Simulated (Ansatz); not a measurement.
# Sr2SiS4 (P2_1/m): band gap by G0W0 on HSE06, part 2 of 2

Wanted: the gap of Sr2SiS4 (P2_1/m) with a many-body correction, and the time that it takes.

Ansatz 0.2.0; HSE06, then G0W0 on it, plane waves, PAW. Known limits of the many-body steps: finite bands, screening cutoff and k mesh; no spin-orbit coupling in G0W0.

So far. Step 2 (The starting point: HSE06): Over mesh and listed points the gap is 3.967 eV, from k = Γ to k = (-0.500, 0.000, 0.000). The least direct gap found is 4.171 eV, at k = (-0.500, 0.000, 0.000).

In doubt: masses and optical values from hybrid runs of this build are listed as unsure (step 3), which bears on the screening that GW takes from such a start.

**3. G0W0 on the 2×2×2 mesh**

G0W0 replaces the xc potential by a self-energy built once from the orbitals of the start. Levels are corrected in the window of bands that the input names, at points of the mesh.

This step: G0W0 on HSE06, plane waves, PAW.

File input.yaml:

```yaml
crystal:
  lattice:
    - [6.6087392105, 0.0, 0.0]
    - [0.0, 6.65954238, 0.0]
    - [-2.5827482587, 0.0, 7.848229828]
  atoms:
    - { symbol: Sr, position: [0.2836712, 0.75, 0.95180912] }
    - { symbol: Sr, position: [0.7163288, 0.25, 0.04819088] }
    - { symbol: Sr, position: [0.2248299, 0.75, 0.42926377] }
    - { symbol: Sr, position: [0.7751701, 0.25, 0.57073623] }
    - { symbol: Si, position: [0.72130103, 0.75, 0.7968462] }
    - { symbol: Si, position: [0.27869897, 0.25, 0.2031538] }
    - { symbol: S, position: [0.88645343, 0.75, 0.06157594] }
    - { symbol: S, position: [0.11354657, 0.25, 0.93842406] }
    - { symbol: S, position: [0.91690048, 0.75, 0.63566798] }
    - { symbol: S, position: [0.08309952, 0.25, 0.36433202] }
    - { symbol: S, position: [0.51038414, 0.50196672, 0.7372482] }
    - { symbol: S, position: [0.48961586, 0.00196672, 0.2627518] }
    - { symbol: S, position: [0.48961586, 0.49803328, 0.2627518] }
    - { symbol: S, position: [0.51038414, 0.99803328, 0.7372482] }
kpoints:
  mp_grid: { grid: [2, 2, 2] }
hamiltonian:
  xc: hse06
scf:
  occupations: { method: fixed }
gw:
  n_empty_bands: 420
  ecut_chi: 66
  qp_bands: [v4, c4]
  qp_kpoints: band_edges
  screening: { model: contour_deformation }
```

Command:

```console
$ ansatz run input.yaml --threads 24 --pin off --max-ram 82944MiB --backend cuda --events-out ev --progress --plain --runs-dir out --devices 1 --max-vram 78GiB
```

Numbers of over 12 decimals in the logs are rounded to 6 here.

The program printed:

```text
GPUs: using 1 of 1 available (devices: 1).
[...]
Crystal: 14 atoms, lattice volume = 345.410 Å³
Basis set: ecut = 420 eV, 6751 PW (Γ)
Bands: 62, of which v1, the nominal top of the filled ones, is band 48 counted from 1 (47 counted from 0)
Symmetry: 4 space group operations
[...]
k-points: 8
[...]
SCF iter   1: F=—  HF=-22687.068896 eV  |F-HF|=—  |Δ(HF+E_count)|=         —  Δρ=1.24e-3  dr2=4.99e-3  ethr=1.77e-3  ⟨swp⟩=12.6  Hψ=2755  notcnv=0
[...]
SCF iter   3: F=-22687.071058 eV  HF=-22687.070793 eV  |F-HF|=2.64e-4  |Δ(HF+E_count)|=   5.66e-4  Δρ=3.10e-4  dr2=3.70e-4  ethr=1.26e-6  ⟨swp⟩=5.2  Hψ=1505  notcnv=0  defer=1
SCF 1 stopped early in 3 iterations: F = -22687.071058 eV  dr2 = 3.70e-4
[...]
Frozen-core exchange: fock
[...]
hybrid outer 1: dexx = +2.715e-2 eV, tail = 2.11e-5 eV
[...]
SCF 3 converged in 3 iterations: F = -22703.892874 eV  dr2 = 5.11e-8
[...]
0    52      9.9642    -6.4093    -3.6076   -10.5953  0.8292    10.5455    10.5426  root
     1    45      4.2298   -17.4535     2.1985   -14.9687  0.7990     3.9428     3.9436  root
     1    46      4.3966   -17.5271     2.2056   -15.0490  0.7989     4.1233     4.1241  root
     1    47      4.5942   -18.2317     2.1968   -15.8080  0.8017     4.3668     4.3673  root
     1    48      4.7647   -18.3241     2.1910   -15.9194  0.8005     4.5506     4.5510  root
     1    49      9.5336    -6.7062    -3.5639   -10.8902  0.8298    10.1569    10.1537  root
     1    50      9.7944    -6.4371    -3.6669   -10.7203  0.8292    10.4140    10.4107  root
     1    51      9.8286    -7.3556    -3.6256   -11.6793  0.8259    10.5309    10.5267  root
     1    52      9.9958    -6.9678    -3.7079   -11.3583  0.8259    10.6824    10.6783  root
     2    45      4.0197   -17.9270     2.2387   -15.4314  0.7987     3.7623     3.7629  root
     2    46      4.0197   -17.9270     2.2387   -15.4314  0.7987     3.7623     3.7629  root
     2    47      4.4657   -17.7342     2.2202   -15.2452  0.7978     4.1961     4.1968  root
     2    48      4.4657   -17.7342     2.2202   -15.2452  0.7978     4.1961     4.1968  root
     2    49      9.7450    -6.7702    -3.6063   -10.9776  0.8271    10.3493    10.3461  root
     2    50      9.7450    -6.7702    -3.6063   -10.9776  0.8271    10.3493    10.3461  root
     2    51     10.1976    -5.6272    -3.7105    -9.8757  0.8318    10.7382    10.7356  root
     2    52     10.1976    -5.6272    -3.7105    -9.8757  0.8318    10.7382    10.7356  root
     3    45      4.2677   -17.8066     2.2239   -15.3251  0.7973     4.0095     4.0101  root
     3    46      4.2677   -17.8066     2.2239   -15.3251  0.7973     4.0095     4.0101  root
     3    47      4.3870   -17.5428     2.2011   -15.0715  0.7973     4.1160     4.1168  root
     3    48      4.3870   -17.5428     2.2011   -15.0715  0.7973     4.1160     4.1168  root
     3    49      9.8447    -7.0692    -3.6434   -11.3908  0.8262    10.5270    10.5230  root
     3    50      9.8447    -7.0692    -3.6434   -11.3908  0.8262    10.5270    10.5230  root
     3    51     10.1257    -6.3245    -3.7164   -10.6457  0.8283    10.7338    10.7305  root
     3    52     10.1257    -6.3245    -3.7164   -10.6457  0.8283    10.7338    10.7305  root
     4    45      4.4127   -17.7443     2.2133   -15.2712  0.7970     4.1522     4.1529  root
     4    46      4.4130   -17.7244     2.2083   -15.2542  0.7990     4.1503     4.1510  root
     4    47      4.6326   -17.9645     2.1998   -15.5248  0.7990     4.3923     4.3928  root
     4    48      4.6729   -18.3033     2.1951   -15.8835  0.8028     4.4476     4.4481  root
     4    49      8.8442    -5.6135    -3.5182    -9.6503  0.8355     9.3649     9.3628  root
     4    50      9.3197    -6.9098    -3.4625   -10.9305  0.8291     9.8805     9.8779  root
     4    51      9.5398    -6.1814    -3.5985   -10.3203  0.8307    10.0827    10.0802  root
     4    52      9.8426    -6.7196    -3.6612   -11.0186  0.8282    10.4838    10.4803  root
     5    45      4.3431   -17.8773     2.2220   -15.4015  0.7983     4.0888     4.0894  root
     5    46      4.4826   -18.0457     2.2003   -15.6064  0.8018     4.2430     4.2435  root
     5    47      4.6010   -18.1531     2.1875   -15.7354  0.8024     4.3703     4.3707  root
     5    48      4.8302   -17.9479     2.1686   -15.5448  0.7987     4.5953     4.5958  root
     5    49      9.5100    -6.9661    -3.5994   -11.2083  0.8286    10.1562    10.1527  root
     5    50      9.5385    -6.1240    -3.6159   -10.3025  0.8312    10.1038    10.1011  root
     5    51      9.8118    -5.6835    -3.5539    -9.7443  0.8319    10.3209    10.3187  root
[...]
6    49      9.1902    -5.4953    -3.5025    -9.4763  0.8342     9.6707     9.6688  root
     6    50      9.1902    -5.4953    -3.5025    -9.4763  0.8342     9.6707     9.6688  root
     6    51      9.9721    -6.9156    -3.6355   -11.2009  0.8271    10.6256    10.6219  root
     6    52      9.9721    -6.9156    -3.6355   -11.2009  0.8271    10.6256    10.6219  root
     7    45      4.1331   -17.5894     2.2265   -15.0880  0.7980     3.8574     3.8581  root
     7    46      4.1331   -17.5894     2.2265   -15.0880  0.7980     3.8574     3.8581  root
     7    47      4.2415   -17.4680     2.2423   -14.9359  0.7967     3.9509     3.9517  root
     7    48      4.2415   -17.4680     2.2423   -14.9359  0.7967     3.9509     3.9517  root
     7    49     10.1882    -6.3881    -3.6666   -10.6579  0.8277    10.7947    10.7914  root
     7    50     10.1882    -6.3881    -3.6666   -10.6579  0.8277    10.7947    10.7914  root
     7    51     10.2957    -6.0435    -3.6916   -10.3237  0.8277    10.8876    10.8844  root
     7    52     10.2957    -6.0435    -3.6916   -10.3237  0.8277    10.8876    10.8844  root
```

Wall time 24 s (1 × NVIDIA GB200 (shared by 2 runs) with 24 threads of Arm Neoverse V2, shared host); peak memory 2.2 GiB; 77 s of CPU time.

Numbers from this step:

| Quantity | Value |
| --- | --- |
| bands summed | 468 |
| RPA ε∞ on this mesh (eigenvalues) | 3.722, 3.746, 3.990 |
| plane waves in the screening matrix | 431 |
| q-points in the mesh | 8 |
| G0W0 gap over the corrected points | 4.705 eV |
| k of the valence top | 0, 0, 0 |
| k of the conduction bottom | -0.5, 0, 0 |
| starting gap on the mesh | 3.967 eV |
| Z at the valence top | 0.7990 |
| Z at the conduction bottom | 0.8355 |
| least direct G0W0 gap over the corrected points | 4.915 eV |

Over all 8 irreducible mesh points the G0W0 gap is 4.705 eV, from k = Γ to k = (-0.500, 0.000, 0.000). The HSE06 gap of this run on the mesh is 3.967 eV. The two states that bound the G0W0 gap lie that far apart at the start, so the correction of the gap is 4.705 − 3.967 = +0.738 eV.

Labels follow the order of the start: v1 is the top filled band, c1 the lowest empty one; levels that stay degenerate share a row, the window can cut a multiplet, doubted levels are not marked in this list, bands outside the window were not corrected, and the list may be a part of the corrected levels. The levels before and after the correction (eV, zero at the valence-band top of each column):

|  | conduction bottom | valence top |
| --- | --- | --- |
| HSE06 | 3.97 | 0.00 |
| G0W0 | 4.70 | 0.00 |

|  | level | occupation | energy (eV) |
| --- | --- | --- | --- |
| HSE06 | Γ v3 | 2 | -0.353 |
| HSE06 | Γ v2 | 2 | -0.242 |
| HSE06 | Γ v1 | 2 | 0.000 |
| HSE06 | Γ c1 | 0 | 4.444 |
| HSE06 | Γ c2 | 0 | 4.703 |
| HSE06 | Γ c3 | 0 | 4.829 |
| HSE06 | (-0.5 0 0) v3 | 2 | -0.464 |
| HSE06 | (-0.5 0 0) v2 | 2 | -0.245 |
| HSE06 | (-0.5 0 0) v1 | 2 | -0.204 |
| HSE06 | (-0.5 0 0) c1 | 0 | 3.967 |
| HSE06 | (-0.5 0 0) c2 | 0 | 4.442 |
| HSE06 | (-0.5 0 0) c3 | 0 | 4.663 |
| G0W0 | Γ v3 | 2 | -0.366 |
| G0W0 | Γ v2 | 2 | -0.255 |
| G0W0 | Γ v1 | 2 | 0.000 |
| G0W0 | Γ c1 | 0 | 5.141 |
| G0W0 | Γ c2 | 0 | 5.481 |
| G0W0 | Γ c3 | 0 | 5.703 |
| G0W0 | (-0.5 0 0) v3 | 2 | -0.507 |
| G0W0 | (-0.5 0 0) v2 | 2 | -0.265 |
| G0W0 | (-0.5 0 0) v1 | 2 | -0.210 |
| G0W0 | (-0.5 0 0) c1 | 0 | 4.705 |
| G0W0 | (-0.5 0 0) c2 | 0 | 5.220 |
| G0W0 | (-0.5 0 0) c3 | 0 | 5.422 |

The parts of the quasiparticle energy for the two states that bound the G0W0 gap, in eV on the run's own scale (QP = start + Σx + Σc − Vxc, with Σc at the quasiparticle energy):

| edge | k | band | start | Σx | Σc | Vxc | Z | QP |
| --- | --- | --- | --- | --- | --- | --- | --- | --- |
| valence top | Γ | 48 | 4.877 | −18.128 | 2.163 | −15.746 | 0.799 | 4.658 |
| conduction bottom | (-0.500, 0.000, 0.000) | 49 | 8.844 | −5.614 | −3.518 | −9.650 | 0.836 | 9.363 |

For a hybrid start, Vxc holds its share of exact exchange.

**4. The runs together**

Each gap is the least one over the points named; times are wall times on shared hosts, not benchmarks. A G0W0 time includes the run's own self-consistent start. Runs with listed points see these and the mesh alone, so an edge that moves elsewhere is missed.

| level | mesh | files, cutoff | bands summed, screening | points | gap (eV) | valence top | conduction bottom | least direct gap (eV) | time |
| --- | --- | --- | --- | --- | --- | --- | --- | --- | --- |
| HSE06 | 2×2×2 | soft_2 PAW, 420 eV | - | mesh and listed points | 3.967 | Γ | (-0.500, 0.000, 0.000) | 4.171 | 7.2 s |
| G0W0@HSE06 | 2×2×2 | soft_2 PAW, 420 eV | 468, 66 eV | all 8 irreducible mesh points | 4.705 | Γ | (-0.500, 0.000, 0.000) | 4.915 | 24 s |

**5. Outcome**

```yaml
hse06_gap_over_mesh_and_listed_points: 3.967 eV, from k = Γ to k = (-0.500, 0.000, 0.000)
g0w0_hse06_gap_over_all_8_irreducible_mesh_points: 4.705 eV, from k = Γ to k = (-0.500, 0.000, 0.000)
gw_settings: 2×2×2 mesh, 420 empty bands, screening to 66 eV
known_limits: finite bands, screening cutoff and k mesh; no spin-orbit coupling in G0W0
```

Over all 8 irreducible mesh points the G0W0 gap is 4.705 eV, from k = Γ to k = (-0.500, 0.000, 0.000). The HSE06 gap of this run on the mesh is 3.967 eV. The two states that bound the G0W0 gap lie that far apart at the start, so the correction of the gap is 4.705 − 3.967 = +0.738 eV. The valence state moves by 4.658 − 4.877 = −0.219 eV and the conduction state by 9.363 − 8.844 = +0.519 eV, on the run's own scale; how far single levels stand from their limit in bands is not shown. Both edges that HSE06 shows over mesh and listed points lie at k points where levels were corrected. Levels at other points were not corrected, so a lower G0W0 gap elsewhere in the zone is not ruled out. No second run with other bands and screening cutoff is shown, so the distance to the basis limit is not known. On another start, G0W0@r2SCAN runs of this series (2×2×2 mesh, soft_2 PAW; not shown as steps) give 4.494 eV with 196 bands and 33 eV, 4.533 eV with 468 bands and 66 eV and 4.655 eV with 952 bands and 110 eV. G0W0 on other starts in this series, not shown as steps and not all at these settings: 4.533 eV on r2SCAN (2×2×2, soft_2 PAW, 468 bands, 66 eV) and 4.183 eV on LDA (2×2×2, soft_2 PAW, 468 bands, 66 eV). Two runs of this series at another level, not shown as steps, test spin-orbit coupling. r2SCAN+SOC against r2SCAN: 3.403 − 3.405 = −0.002 eV, with the same mesh, set of files (read in its fully relativistic form for the spin-orbit run) and cutoff, and both edges at the same k points. The spin-orbit run sees mesh and listed points alone, so its gap is an upper bound: the coupling can move an edge off these points, and the change over the zone, its sign included where it is small, is not known. What spin-orbit coupling does to the G0W0 levels was not computed, so no sum with the G0W0 gap is formed. The G0W0 runs are scalar-relativistic. No pair of G0W0 runs that differ in the mesh alone is shown (2×2×2 is a supercell whose nearest images lie 13 Å apart), so the error from the mesh is not known here. G0W0 is shown with one set of atomic data (soft_2 PAW), so the error from the files is not known here.

[Paths, hosts, dates, memory and timing lines, banners, echoed tables and standing remarks are left out of the program output.]

[Logs are printed without paths, hosts, clocks, repeated set-up lines and the standing remarks that a program may print on its own settings, such as how far it seeks lower states.]

[Runs of the session that timed out or met a known fault of the program may be left out.]

[Cells called generated may have been cut or substituted from an entry of the Crystallography Open Database or the Materials Project.]

[Hosts, paths, dates, database ids (printed as entryN), source tags and the programs' standing remarks are cut or masked in the printed files.]

[Where an RPA ε∞ is given, it is that of the G0W0 mesh and is not shown converged in it. Names of k-points follow the symmetry that the program found, which can be lower than the space group named. Band edges on a path are those of the sampled points; other points can move an edge, and change direct to indirect where valleys lie close.]

[Hybrid gaps are those of their k-mesh and are not shown converged in it.]
